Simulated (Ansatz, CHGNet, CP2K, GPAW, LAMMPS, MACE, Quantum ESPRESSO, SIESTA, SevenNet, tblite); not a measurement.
# CP2K runs on amorphous 71GeO2-29Lu2O3 (mol %) (61 atoms), part 3 of 4

Wanted: CP2K inputs and outputs for amorphous 71GeO2-29Lu2O3 (mol %) (61 atoms), checked against a plane-wave reference.

Program: CP2K 2026.2; the method stands at each step. Banners and routine set-up lines are dropped from the logs; longer cuts are marked.

So far. Step 6 (PBE, DZVP-MOLOPT-SR, 600/50 Ry, TRS4 filter 1e-05, SCF …): Against the first run (25 %), the force difference from the reference is 36 %, at 0.90 times the CPU time (on 4 against 2 cores). Step 7 (PBE, DZVP-MOLOPT-SR, 600/50 Ry, OT CG): Against the first run (25 %), the force difference from the reference is 25 %, at 2.7 times the CPU time (on 4 against 2 cores) (70 SCF steps against 16): another solver or mixer reaches the same state.

### 8. PBE, DZVP-MOLOPT-SR, 300/50 Ry, diagonalisation

Method: Kohn-Sham DFT, PBE, GTH-PBE pseudopotentials, Gaussian and plane waves, DZVP-MOLOPT-SR-GTH, diagonalisation.

input.inp reads:

```
&GLOBAL
  PROJECT cell
  RUN_TYPE ENERGY_FORCE
  PRINT_LEVEL LOW
&END GLOBAL
&FORCE_EVAL
  METHOD QS
  STRESS_TENSOR ANALYTICAL
  &DFT
    BASIS_SET_FILE_NAME BASIS_MOLOPT
    BASIS_SET_FILE_NAME BASIS_MOLOPT_UCL
    POTENTIAL_FILE_NAME GTH_POTENTIALS
    &MGRID
      CUTOFF 300
      REL_CUTOFF 50
    &END MGRID
    &QS
      EPS_DEFAULT 1.0E-12
    &END QS
    &SCF
      SCF_GUESS ATOMIC
      EPS_SCF 1.0E-06
      MAX_SCF 200
      ADDED_MOS 14
      &DIAGONALIZATION
        ALGORITHM STANDARD
      &END DIAGONALIZATION
      &SMEAR ON
        METHOD FERMI_DIRAC
        ELECTRONIC_TEMPERATURE [K] 580
      &END SMEAR
      &MIXING
        METHOD BROYDEN_MIXING
        ALPHA 0.3
        NBROYDEN 8
      &END MIXING
      &PRINT
        &RESTART OFF
        &END RESTART
      &END PRINT
    &END SCF
    &XC
      &XC_FUNCTIONAL PBE
      &END XC_FUNCTIONAL
    &END XC
    &PRINT
      &MULLIKEN ON
      &END MULLIKEN
      &LOWDIN ON
      &END LOWDIN
      &MO ON
        EIGENVALUES T
        OCCUPATION_NUMBERS T
        MO_INDEX_RANGE 255 278
        &EACH
          QS_SCF 0
        &END EACH
        ADD_LAST NUMERIC
      &END MO
    &END PRINT
  &END DFT
  &SUBSYS
    &CELL
      A 9.73719 0.00000 0.00000
      B 0.00000 9.73719 0.00000
      C 0.00000 0.00000 9.73719
    &END CELL
    &TOPOLOGY
      COORD_FILE_NAME structure.xyz
      COORD_FILE_FORMAT XYZ
    &END TOPOLOGY
    &KIND Ge
      BASIS_SET DZVP-MOLOPT-SR-GTH-q4
      POTENTIAL GTH-PBE-q4
    &END KIND
    &KIND Lu
      BASIS_SET DZVP-MOLOPT-SR-GTH-q25
      POTENTIAL GTH-PBE-q25
    &END KIND
    &KIND O
      BASIS_SET DZVP-MOLOPT-SR-GTH-q6
      POTENTIAL GTH-PBE-q6
    &END KIND
  &END SUBSYS
  &PRINT
    &FORCES ON
    &END FORCES
    &STRESS_TENSOR ON
    &END STRESS_TENSOR
  &END PRINT
&END FORCE_EVAL
```

structure.xyz reads:

```xyz
61

[... 61 atom lines left out: the same atoms as in the first run ...]
```

Launch:

```console
OMP_NUM_THREADS=2 cp2k.psmp -i input.inp > output.txt
```

Output:

```text
CP2K| version string:                                       CP2K version 2026.2
 CP2K| Input file name                                                 input.inp
 GLOBAL| Basis set file name                                        BASIS_MOLOPT
 GLOBAL| Potential file name                                      GTH_POTENTIALS
[... lines left out ...]
 Number of electrons:                                                        532
[... lines left out ...]
  Step     Update method      Time    Convergence         Total energy    Change
[... lines left out ...]
  *** SCF run converged in    16 steps ***
[... lines left out ...]
  Fermi energy:                                                 0.167003
  Total energy:                                             -3301.866751
  Total energy (extrapolated to T->0):                      -3301.866751
[... lines left out ...]
 MO| E(Fermi):            0.167003 a.u.          4.544378 eV
[... lines left out ...]
 ENERGY| Total FORCE_EVAL ( QS ) energy [hartree]          -3301.866721
[... lines left out ...]
 FORCES|      1 -2.31847195E-03 -1.62461481E-02 -2.33055384E-02   2.85036973E-02
 FORCES|      2 -1.42129549E-02  1.01757454E-02 -3.07478094E-02   3.53692191E-02
 FORCES|      3 -1.32399055E-02  1.19250101E-02  4.27334190E-04   1.78236802E-02
[...]
FORCES|     60 -1.96881729E-03 -9.11191530E-03 -2.17090506E-02   2.36259628E-02
 FORCES|     61  2.47419921E-02  1.32010915E-02  7.97176378E-03   2.91544852E-02
 FORCES| Sum    -1.48953278E-01 -2.45512191E-02  2.36033012E-01
 FORCES| Total atomic force                                       2.80181056E-01
 STRESS| Analytical stress tensor [bar]
 STRESS|                        x                   y                   z
 STRESS|      x        2.30096140972E+04  -1.28098230065E+04   5.21094781785E+03
 STRESS|      y       -1.28098230065E+04   7.19008594474E+03   9.83349555034E+03
 STRESS|      z        5.21094781785E+03   9.83349555034E+03   3.77419842810E+04
 STRESS| 1/3 Trace                                             2.26472281077E+04
```

Wall time 2.4 min (2 threads of Arm Neoverse V2, shared host); peak memory 1.5 GiB; 4.3 min of CPU time.

Numbers from this run, and their distance from the reference:

```yaml
r_m_s_force_component: 1.138 eV/Å
r_m_s_difference_of_force_components: 604.3 meV/Å
longest_difference_of_force_vectors: 3524 meV/Å
force_difference_over_r_m_s_force: 69.94 %
slope_of_forces_against_the_reference_s: 1.123
correlation_of_force_components: 0.8526
spacing_of_highest_filled_and_lowest_empty_level: 1.997 eV
gap_difference: -0.0661 eV
pressure: 2.265 GPa
pressure_difference: 1.645 GPa
energy_less_the_same_level_run_s: -25.62 meV/atom
r_m_s_force_difference_from_the_same_level_run: 607.8 meV/Å
```

This is a coarse setting, run to see what it loses.

Against the first run (25 %), the force difference from the reference is 70 %, at 0.78 times the CPU time: the grid matters here.

The difference per atom is largest on Lu (2.5 eV/Å on average, against 0.23 on O). The forces add up to 14 eV/Å instead of zero, usually a sign of too coarse a grid.

### 9. PBEsol, PBE potentials, DZVP-MOLOPT-SR, 600/50 Ry, diagonalisation

Method: Kohn-Sham DFT, PBEsol, GTH-PBE pseudopotentials, Gaussian and plane waves, DZVP-MOLOPT-SR-GTH, diagonalisation.

input.inp, as its differences from that of step 8:

```diff
@@ -13,4 +13,5 @@
     &MGRID
-      CUTOFF 300
+      CUTOFF 600
       REL_CUTOFF 50
+      NGRIDS 5
     &END MGRID
@@ -42,3 +43,6 @@
     &XC
-      &XC_FUNCTIONAL PBE
+      &XC_FUNCTIONAL
+        &PBE
+          PARAMETRIZATION PBESOL
+        &END PBE
       &END XC_FUNCTIONAL
@@ -67,6 +71,5 @@
     &END CELL
-    &TOPOLOGY
-      COORD_FILE_NAME structure.xyz
-      COORD_FILE_FORMAT XYZ
-    &END TOPOLOGY
+    &COORD
+[... 61 atom lines left out: the same atoms as in the first run ...]
+    &END COORD
     &KIND Ge
```

Output:

```text
CP2K| version string:                                       CP2K version 2026.2
 CP2K| Input file name                                                 input.inp
 GLOBAL| Basis set file name                                        BASIS_MOLOPT
 GLOBAL| Potential file name                                      GTH_POTENTIALS
 GLOBAL| Run type                                                   ENERGY_FORCE
 GLOBAL| Total number of message passing processes                             1
 GLOBAL| Number of threads for this process                                    2
[... lines left out ...]
                        Smear method:                                FERMI_DIRAC
[... lines left out ...]
 Number of electrons:                                                        532
[... lines left out ...]
  Step     Update method      Time    Convergence         Total energy    Change
[... lines left out ...]
  *** SCF run converged in    16 steps ***
[... lines left out ...]
  Fermi energy:                                                 0.163204
  Total energy:                                             -3296.916549
  Total energy (extrapolated to T->0):                      -3296.916549
[... lines left out ...]
 MO| E(Fermi):            0.163204 a.u.          4.441009 eV
[... lines left out ...]
      60     O        3          6.245941                             -0.245941
      61     O        3          6.579469                             -0.579469
 # Total charge                            532.000000                 -0.000000
 ENERGY| Total FORCE_EVAL ( QS ) energy [hartree]          -3296.916520
 FORCES| Atomic forces [hartree/bohr]
 FORCES|   Atom     x               y               z               |f|
 FORCES|      1 -2.16576508E-03 -1.63019202E-02 -2.28988398E-02   2.81921976E-02
 FORCES|      2 -1.45020114E-02  1.10134744E-02 -2.98126268E-02   3.49341905E-02
 FORCES|      3 -1.22043926E-02  1.15124125E-02  1.42346920E-03   1.68377286E-02
[...]
FORCES|     60  3.49036116E-03 -1.18796556E-02 -1.99189792E-02   2.34536686E-02
 FORCES|     61  2.62492973E-02  1.37133862E-02  4.78897440E-03   3.00002808E-02
 FORCES| Sum    -3.42429858E-03  3.75467910E-02  1.16053053E-02
 FORCES| Total atomic force                                       3.94483263E-02
 STRESS| Analytical stress tensor [bar]
 STRESS|                        x                   y                   z
 STRESS|      x       -1.33222898794E+04  -1.24241359876E+04   4.73445668620E+03
 STRESS|      y       -1.24241359876E+04  -2.71199866508E+04   9.92598390365E+03
 STRESS|      z        4.73445668620E+03   9.92598390365E+03   1.50504510888E+03
 STRESS| 1/3 Trace                                            -1.29790771404E+04
```

The job ended after 3.1 min (2 threads; peak memory 2.6 GiB).

Numbers from this run, and their distance from the reference:

* r.m.s. force component: 0.9636 eV/Å
* r.m.s. difference of force components: 164.7 meV/Å
* longest difference of force vectors: 680.3 meV/Å
* force difference over r.m.s. force: 19.06 %
* slope of forces against the reference's: 1.104
* correlation of force components: 0.9898
* gap (highest filled to lowest empty level): 1.944 eV
* gap difference: -0.1188 eV
* pressure: -1.298 GPa
* pressure difference: -1.918 GPa

Against the first run (25 %), the force difference from the reference is 19 %, at 1.00 times the CPU time; another functional landing nearer a PBE reference means that errors partly cancel.

The forces add up to 2.0 eV/Å instead of zero, usually a sign of too coarse a grid.

### 10. PBE+rVV10L, DZVP-MOLOPT-SR, 600/50 Ry, diagonalisation

Method: Kohn-Sham DFT, PBE+rVV10 (b = 10, rVV10L), GTH-PBE pseudopotentials, Gaussian and plane waves, DZVP-MOLOPT-SR-GTH, diagonalisation.

input.inp, as its differences from that of step 9:

```diff
@@ -43,7 +43,12 @@
     &XC
-      &XC_FUNCTIONAL
-        &PBE
-          PARAMETRIZATION PBESOL
-        &END PBE
+      &XC_FUNCTIONAL PBE
       &END XC_FUNCTIONAL
+      &VDW_POTENTIAL
+        POTENTIAL_TYPE NON_LOCAL
+        &NON_LOCAL
+          TYPE RVV10
+          KERNEL_FILE_NAME rVV10_kernel_table.dat
+          PARAMETERS 10.0 0.0093
+        &END NON_LOCAL
+      &END VDW_POTENTIAL
     &END XC
@@ -71,5 +76,6 @@
     &END CELL
-    &COORD
-[... 61 atom lines left out: the same atoms as in the first run ...]
-    &END COORD
+    &TOPOLOGY
+      COORD_FILE_NAME structure.xyz
+      COORD_FILE_FORMAT XYZ
+    &END TOPOLOGY
     &KIND Ge
```

structure.xyz is that of step 8.

Output:

```text
CP2K| version string:                                       CP2K version 2026.2
 CP2K| Input file name                                                 input.inp
 GLOBAL| Basis set file name                                        BASIS_MOLOPT
 GLOBAL| Potential file name                                      GTH_POTENTIALS
[... lines left out ...]
 Number of electrons:                                                        532
[... lines left out ...]
  Step     Update method      Time    Convergence         Total energy    Change
[... lines left out ...]
  *** SCF run converged in    16 steps ***
[... lines left out ...]
  Fermi energy:                                                 0.165570
  Total energy:                                             -3301.024880
  Total energy (extrapolated to T->0):                      -3301.024880
[... lines left out ...]
 MO| E(Fermi):            0.165570 a.u.          4.505398 eV
[... lines left out ...]
 ENERGY| Total FORCE_EVAL ( QS ) energy [hartree]          -3301.024850
[... lines left out ...]
 FORCES|      1 -2.16152848E-03 -1.61990453E-02 -2.29863721E-02   2.82038043E-02
 FORCES|      2 -1.41744065E-02  1.02720400E-02 -3.05407662E-02   3.52018040E-02
 FORCES|      3 -1.28871294E-02  1.16875933E-02  5.14231977E-04   1.74052398E-02
[...]
FORCES|     60  2.94062731E-03 -1.03712695E-02 -1.89100106E-02   2.17669249E-02
 FORCES|     61  2.57923315E-02  1.48080686E-02  5.07019855E-03   3.01700211E-02
 FORCES| Sum    -6.84609820E-03  5.65796369E-02  1.38812532E-02
 FORCES| Total atomic force                                       5.86584484E-02
 STRESS| Analytical stress tensor [bar]
 STRESS|                        x                   y                   z
 STRESS|      x        1.81422175042E+03  -1.25426333303E+04   5.39475930679E+03
 STRESS|      y       -1.25426333303E+04  -1.17019557607E+04   9.93760368013E+03
 STRESS|      z        5.39475930679E+03   9.93760368013E+03   1.70782753518E+04
 STRESS| 1/3 Trace                                             2.39684711385E+03
```

The job ended after 5 min (2 threads; peak memory 4.4 GiB).

Against the reference:

```
r.m.s. force component                           : 0.9361 eV/Å
r.m.s. difference of force components            : 206.6 meV/Å
longest difference of force vectors              : 1034 meV/Å
force difference over r.m.s. force               : 23.92 %
slope of forces against the reference's          : 1.058
correlation of force components                  : 0.977
gap (highest filled to lowest empty level) : 1.963 eV
gap difference                                   : -0.0997 eV
pressure                                         : 0.2397 GPa
pressure difference                              : -0.38 GPa
```

Against the first run (25 %), the force difference from the reference is 24 %, at 1.6 times the CPU time; the model has changed, so this is no error of the program alone.

The difference per atom is largest on Lu (0.77 eV/Å on average, against 0.15 on O). The forces add up to 3.0 eV/Å instead of zero, usually a sign of too coarse a grid.

[end of part 3 of 4]

[Long decimals in the printed logs are rounded to 6 places.]

[Also dropped from logs without a mark: lines with file paths, logging warnings of Python, QE's lines on negative density and diagonalisation, SIESTA's first energy breakdown, zero terms and Voronoi charges.]

[Logs are printed without paths, hosts, clocks, repeated set-up lines and the standing remarks that a program may print on its own settings, such as how far it seeks lower states.]

[Hosts, paths, dates, database ids (printed as entryN), source tags and the programs' standing remarks are cut or masked in the printed files.]

[Most failed runs of this program on this cell are left out, timed-out ones always.]
